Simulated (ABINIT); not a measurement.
An input for ABINIT 10.8.3 (BaTiO3 (P4mm)):

```
acell 3*1.0 Angstrom
rprim 
  3.990480000000 0.000000000000 0.000000000000
  0.000000000000 3.990480000000 0.000000000000
  0.000000000000 0.000000000000 4.023030000000
ntypat 3
znucl 56 22 8
natom 5
typat 1 2 3 3 3
xred 
  0.000000000000 0.000000000000 0.000000000000
  0.500000000000 0.500000000000 0.522000000000
  0.500000000000 0.500000000000 0.979000000000
  0.500000000000 0.000000000000 0.488000000000
  0.000000000000 0.500000000000 0.488000000000
pp_dirpath "pseudos"
pseudos "Ba.upf, Ti.upf, O.upf"
ecut 38
ngkpt 6 6 6
nshiftk 1
shiftk 0.11 0.21 0.31
kptopt 3
chksymbreak 0
iscf -2
irdden 1
istwfk *1
nband 37
nbdbuf 4
tolwfr 1e-09
nstep 60
prtvol 0
indata_prefix "in"
outdata_prefix "out"
tmpdata_prefix "tmp"
```

```sh
OMP_NUM_THREADS=1 mpirun -n 4 abinit run.abi > log
```

Q: Estimate wall time and host memory on 4 MPI ranks of Arm Neoverse V1, shared host.

It took 3.9 min; on shared hardware allow 1.9 min to 7.8 min. Peak host memory was 0.86 GiB.

[Paths, hosts, dates, memory and timing lines, banners, echoed tables and standing remarks are left out of the program output.]

[Logs are printed without paths, hosts, clocks, repeated set-up lines and the standing remarks that a program may print on its own settings, such as how far it seeks lower states.]

[Runs of the session that timed out or met a known fault of the program may be left out.]

[Hosts, paths, dates, database ids (printed as entryN), source tags and the programs' standing remarks are cut or masked in the printed files.]

[G0W0 gaps are taken among the corrected bands and points alone; a level outside them can change the order at an edge.]

[Where Ansatz stands beside ABINIT at settings called matched, ABINIT's density can come from a denser mesh and the files from another edition; pairs whose starting gaps differed by over 0.03 eV were left out, so agreement reads better than it is.]
